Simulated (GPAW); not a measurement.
# Dielectric function and optical constants of CsPbBr3

Aim: the dielectric function of CsPbBr3, and the optical constants that follow from it.

Calculated with GPAW 26.7.0; DFT, LDA, plane-wave PAW (GPAW data sets), scalar-relativistic, RPA, optical limit.

## 1. Starting point

It takes space group Pm-3m (No. 221, cubic). Conventional cell: a = 5.870 Å, b = 5.870 Å, c = 5.870 Å, α = 90.00°, β = 90.00°, γ = 90.00°. Nearest to Pb lie 6 Br at 2.94 Å. Nearest to Cs lie 12 Br at 4.15 Å. Br has 2 Pb at 2.94 Å and 4 Cs at 4.15 Å nearest. Farther neighbours and most contacts between anions are not listed.

Structure file:

```cif
data_structure
_symmetry_space_group_name_H-M 'P 1'
_symmetry_Int_Tables_number 1
_cell_length_a 5.8700
_cell_length_b 5.8700
_cell_length_c 5.8700
_cell_angle_alpha 90.000
_cell_angle_beta 90.000
_cell_angle_gamma 90.000
_cell_volume 202.26
loop_
_atom_site_label
_atom_site_type_symbol
_atom_site_fract_x
_atom_site_fract_y
_atom_site_fract_z
_atom_site_occupancy
Pb1 Pb 0.50000 0.50000 0.50000 1
Cs2 Cs 0.00000 0.00000 0.00000 1
Br3 Br 0.50000 0.50000 0.00000 1
Br4 Br 0.50000 0.00000 0.50000 1
Br5 Br 0.00000 0.50000 0.50000 1
```

## 2. Dielectric function, RPA

Local fields let the induced charge screen the field inside the cell, which as a rule lowers ε, most along directions where the density is uneven.

df.py

```python
from gpaw.response.df import DielectricFunction

df = DielectricFunction('full.gpw', frequencies={'type': 'nonlinear', 'domega0': 0.03, 'omega2': 8},
                        ecut=50,
                        eta=0.2,
                        nbands=86,
                        txt='df.txt')
for direction in ['x']:
    df.get_dielectric_function(xc='RPA', direction=direction, filename=f'df_{direction}.csv')
```

Launch:

```
> OMP_NUM_THREADS=1 python df.py
```

Numbers of over 12 decimals in the logs are rounded to 6 here.

Output:

```text
Using integrator: PointIntegrator
NonLinearFrequencyDescriptor(from 0.000 to 47.253 eV, 458 points)
Nonperiodic BCs:  [False False False]
Using integrator: PointIntegrator
NonLinearFrequencyDescriptor(from 0.000 to 47.253 eV, 458 points)
Nonperiodic BCs:  [False False False]

Calculating chi0 body with:
    Ground state adapter containing:
    Number of spins: 1
    Number of kpoints: 216
    Number of irreducible kpoints: 20
    Number of completely occupied states: 22
    Number of partially occupied states: 22

    Linear response parametrization:
    q_c: [0.0, 0.0, 0.0]
    Number of frequency points: 458
    Planewave cutoff: 50.0
    Number of bands: 86
    Number of planewaves: 171
    Broadening (eta): 0.2

Integrating chi0 body.

Symmetries of q_c:
    Direct symmetries (Uq -> q): 48
    Indirect symmetries (TUq -> q): 0
In total 48 allowed symmetries.

20 groups of equivalent kpoints. 90.740741% reduction.

Integral kind: spectral function

Calculating chi0 optical extensions with:
    Ground state adapter containing:
    Number of spins: 1
    Number of kpoints: 216
    Number of irreducible kpoints: 20
    Number of completely occupied states: 22
    Number of partially occupied states: 22

    Linear response parametrization:
    Number of frequency points: 458
    Planewave cutoff: 50.0
    Number of bands: 86
    Number of planewaves: 171
    Broadening (eta): 0.2
Integrating chi0 head and wings.

Symmetries of q_c:
    Direct symmetries (Uq -> q): 48
    Indirect symmetries (TUq -> q): 0
In total 48 allowed symmetries.

20 groups of equivalent kpoints. 90.740741% reduction.

Integral kind: spectral function wings
```

The job ended after 31 s (1 thread of Intel Xeon 6975P-C (Granite Rapids), shared host; peak memory 0.92 GiB).

This step gave:

```
electronic dielectric constant ε∞, mean over x, y and z (by symmetry where fewer were run) : 5.341
main peak of Im epsilon, first axis                                                        : 3.000 eV
```

The Im ε, E ∥ x has structure finer than the step of the table below, so its rows give means over 1 eV, whole bins alone (the curve runs from 0 to 22.6 eV). Peaks (eV: height): 2.5: 4.40, 3.0: 5.03, 3.6: 4.54, 7.2: 2.58, 10.0: 2.01.

Values under the direct gap are tails of Lorentzian lines. Im ε, E ∥ x against photon energy; means over each step:

```tsv
photon energy (eV)	Im ε, E ∥ x
1	0.569
2	2.45
3	4.19
4	3.79
5	2.83
6	2.14
7	2.25
8	1.79
9	1.44
10	1.75
11	1.36
12	1.15
13	1.10
14	1.17
15	1.13
16	0.871
17	0.773
18	0.623
19	0.536
20	0.558
21	0.584
22	0.559
```

Re ε, E ∥ x against photon energy:

```tsv
photon energy (eV)	Re ε, E ∥ x
0.0	5.34
0.5	5.47
1.0	5.94
1.5	6.00
2.0	5.71
2.5	5.22
3.0	4.13
3.5	3.32
4.0	2.00
4.5	1.56
5.0	1.18
5.5	1.19
6.0	1.49
6.5	1.34
7.0	1.65
7.5	0.771
8.0	0.843
8.5	0.836
9.0	1.20
9.5	1.18
10.0	0.946
10.5	0.678
11.0	0.655
11.5	0.724
12.0	0.725
12.5	0.812
13.0	0.823
13.5	0.842
14.0	0.760
14.5	0.733
15.0	0.470
15.5	0.446
16.0	0.559
16.5	0.507
17.0	0.483
17.5	0.497
18.0	0.503
18.5	0.553
19.0	0.661
19.5	0.675
20.0	0.637
20.5	0.701
21.0	0.714
21.5	0.645
22.0	0.579
22.5	0.609
```

Table of refractive index n and extinction k by photon energy:

```tsv
photon energy (eV)	n	k
0	2.31	0
1	2.44	0.0854
2	2.44	0.510
3	2.31	1.09
4	1.73	1.00
5	1.50	1.03
6	1.47	0.815
7	1.51	0.791
8	1.18	0.741
9	1.23	0.563
10	1.26	0.797
11	1.03	0.631
12	1.02	0.565
13	1.04	0.508
14	1.04	0.558
15	0.927	0.624
16	0.888	0.479
17	0.838	0.468
18	0.807	0.385
19	0.868	0.303
20	0.867	0.339
21	0.906	0.328
22	0.834	0.341
```

The reflectivity at normal incidence, E ∥ x has structure finer than the step of the table below, so its rows give means over 1 eV, whole bins alone (the curve runs from 0 to 22.6 eV). Peaks (eV: height): 2.4: 23.5, 3.0: 24.0, 3.7: 22.3, 6.0: 13.2, 7.3: 15.0, 10.1: 12.7, 15.0: 9.63.

The reflectivity at normal incidence, E ∥ x by photon energy; means over each step:

```tsv
photon energy (eV)	reflectivity at normal incidence, E ∥ x (%)
1	17.4
2	20.6
3	21.4
4	19.6
5	16.2
6	11.7
7	12.6
8	11.5
9	7.70
10	10.7
11	9.24
12	7.20
13	6.16
14	7.12
15	8.89
16	7.01
17	6.59
18	5.27
19	3.32
20	3.27
21	3.16
22	3.87
```

The Im ε, E ∥ x has structure finer than the step of the table below, so its rows give means over 1 eV, whole bins alone (the curve runs from 0 to 22.6 eV). Peaks (eV: height): without local fields 2.5: 4.81, 3.0: 5.44, 3.6: 4.90, 7.1: 3.75, 9.8: 2.94, 13.3: 2.64; with local fields 2.5: 4.40, 3.0: 5.03, 3.6: 4.54, 7.2: 2.58, 10.0: 2.01.

Values under the direct gap are tails of Lorentzian lines. The Im ε, E ∥ x by photon energy; means over each step:

```tsv
photon energy (eV)	without local fields	with local fields
1	0.615	0.569
2	2.71	2.45
3	4.52	4.19
4	4.08	3.79
5	3.11	2.83
6	2.67	2.14
7	3.26	2.25
8	2.32	1.79
9	2.18	1.44
10	2.55	1.75
11	2.01	1.36
12	1.69	1.15
13	2.30	1.10
14	2.23	1.17
15	1.10	1.13
16	0.836	0.871
17	0.675	0.773
18	0.530	0.623
19	0.578	0.536
20	0.519	0.558
21	0.450	0.584
22	0.318	0.559
```

From ε follow the optical constants at some laser and lamp lines:

```tsv
wavelength (nm)	n	k	R (%)	1/α
1550	2.39	0.049	16.8	2.5 µm
800	2.48	0.227	18.5	280 nm
633	2.47	0.529	19.8	95 nm
405	2.20	1.117	23.4	29 nm
308	1.74	0.996	18.1	25 nm
248	1.50	1.035	18.0	19 nm
193	1.35	0.736	11.0	21 nm
```

Below the direct gap, k and the depth come from the tails of the Lorentzian lines, not from transitions.

## 3. Results

| Item | Value |
| --- | --- |
| electronic dielectric constant ε∞, mean over x, y and z (by symmetry where fewer were run) (RPA) | 5.34 |
| main peak of Im epsilon, first axis | 3.00 eV |

**Reading.** At this level (LDA, RPA) CsPbBr3 has ε∞ = 5.34 and n = 2.39 at 1550 nm, and Im ε peaks at 3.0 eV. Local fields change the static value along x from 6.00 to 5.34 (-11 %). Distinct maxima of Im ε, read by a parabola through the highest points, lie at 2.48 eV (4.4), 3.00 eV (5.0), 3.63 eV (4.5) and 4.87 eV (3.2). Excitons and phonon-assisted transitions are missing; LDA gaps are as a rule too small, which pulls the onset down and ε∞ up, while the missing spin-orbit coupling works the other way with such heavy atoms. Spin-orbit coupling is left out although heavy atoms are present. The sum runs over mesh points, so small or evenly spaced maxima can still be ripples of the mesh. The curves end at 23 eV, about where the summed bands run out.

[Machine, clock and banner lines and Python warnings are left out of the logs.]

[Logs are printed without paths, hosts, clocks, repeated set-up lines and the standing remarks that a program may print on its own settings, such as how far it seeks lower states.]

[Hosts, paths, dates, database ids (printed as entryN), source tags and the programs' standing remarks are cut or masked in the printed files.]
